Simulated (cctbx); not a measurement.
# What is wrong with this refinement?

Cell a = 6.4850 Å, b = 6.4850 Å, c = 10.3210 Å, α = 90.00°, β = 90.00°, γ = 120.00°; space group P-6m2 (no. 187).

The data are simulated with cctbx, not measured: Mo Kα, λ = 0.71073 Å, to d = 0.6 Å, 70 % of the full sphere, strongest reflection 5000 counts, noise from counting, a 3 % proportional error and a noise floor of 2 counts (s.d.); no absorption, and some extinction, which the refinements don't model.

An anisotropic refinement with weights 1/σ² prints:

```text
Rint 0.053, 770 unique reflections to 0.60 A
cycle     R1     wR2    GooF  max shift (A)
   1  0.0445  0.0998   2.610   0.01258
   3  0.0200  0.0442   1.156   0.00004
final R1 0.0200 wR2 0.0442 GooF 1.156  parameters 21  data/parameter 36.7
atom        x        y        z      Ueq    occ   su(xyz)  su(Uiso or U11)
Lu1    0.00000  0.00000  0.00000   0.0066  1.000  0.00000  0.0001
Sn1    0.00000  0.00000  0.50000   0.0131  1.000  0.00000  0.0001
Mg1    0.66667  0.33333  0.75949   0.0163  1.000  0.00027  0.0006
P1     0.67154  0.83577  0.73954   0.0306  1.000  0.00028  0.0007
Mg2    0.50465  0.49535  0.50000   0.0211  1.000  0.00085  0.0006
Mg3    0.49271  0.50729  0.00000   0.0256  1.000  0.00092  0.0009
difference map: max 0.79 min -0.97 rms 0.19
Q1    0.6667  0.3333  0.5000    1    0.79  1.82 A from Mg2
Q2    0.1285  0.3782  0.0000    6    0.65  1.37 A from Mg3
Q3    0.6325  0.2649  0.0000    3    0.62  1.57 A from Mg3
Q4    0.2759  0.1380  0.0894    6    0.56  1.80 A from Lu1
Q5    0.9984  0.4992  0.1623    6    0.54  1.68 A from Mg3
Q6    0.0898  0.4010  0.3786   12    0.50  1.47 A from P1
```

Q: Accept it or mend it, and why?

Mend it. The fault: wrong element: P1 is Mg. Against the right model at the same level, R1 goes from 0.0167 to 0.0200 and GooF from 0.92 to 1.16 and U of P1 swells from 0.0185 to 0.0306 Å². P1 has 3 electrons too many and its U swells to shed them, as expected. The signs are weak, and the output alone doesn't single this fault out.

The compound is LuMg14Sn. The right model at the same level gives:

```text
Rint 0.053, 770 unique reflections to 0.60 A
cycle     R1     wR2    GooF  max shift (A)
   1  0.0211  0.0450   1.177   0.01457
   2  0.0167  0.0353   0.922   0.00045
final R1 0.0167 wR2 0.0353 GooF 0.922  parameters 21  data/parameter 36.7
atom        x        y        z      Ueq    occ   su(xyz)  su(Uiso or U11)
Lu1    0.00000  0.00000  0.00000   0.0067  1.000  0.00000  0.0001
Sn1    0.00000  0.00000  0.50000   0.0132  1.000  0.00000  0.0001
Mg1    0.66667  0.33333  0.75955   0.0166  1.000  0.00021  0.0005
Mg2    0.67163  0.83582  0.73944   0.0185  1.000  0.00023  0.0005
Mg3    0.50482  0.49518  0.50000   0.0211  1.000  0.00068  0.0005
Mg4    0.49305  0.50695  0.00000   0.0259  1.000  0.00075  0.0007
Flack x: -0.007(14)
Hooft y: 0.004(17)  Bijvoet pairs: 344
difference map: max 0.62 min -0.69 rms 0.12
Q1    0.6667  0.3333  0.5000    1    0.62  1.82 A from Mg3
Q2    0.2744  0.1372  0.0915    6    0.50  1.81 A from Lu1
Q3    0.1233  0.3832  0.0000    6    0.48  1.31 A from Mg4
Q4    0.0888  0.4011  0.3767   12    0.45  1.46 A from Mg2
Q5    0.9985  0.4993  0.1621    6    0.44  1.67 A from Mg4
Q6    0.4039  0.0938  0.3728   12    0.42  1.68 A from Mg3
```

The model is made up (kin elements in a known structure type, no relaxation), so it says nothing on whether the phase exists.

[Middle refinement cycles are left out of these outputs.]

[Logs are printed without paths, hosts, clocks, repeated set-up lines and the standing remarks that a program may print on its own settings, such as how far it seeks lower states.]
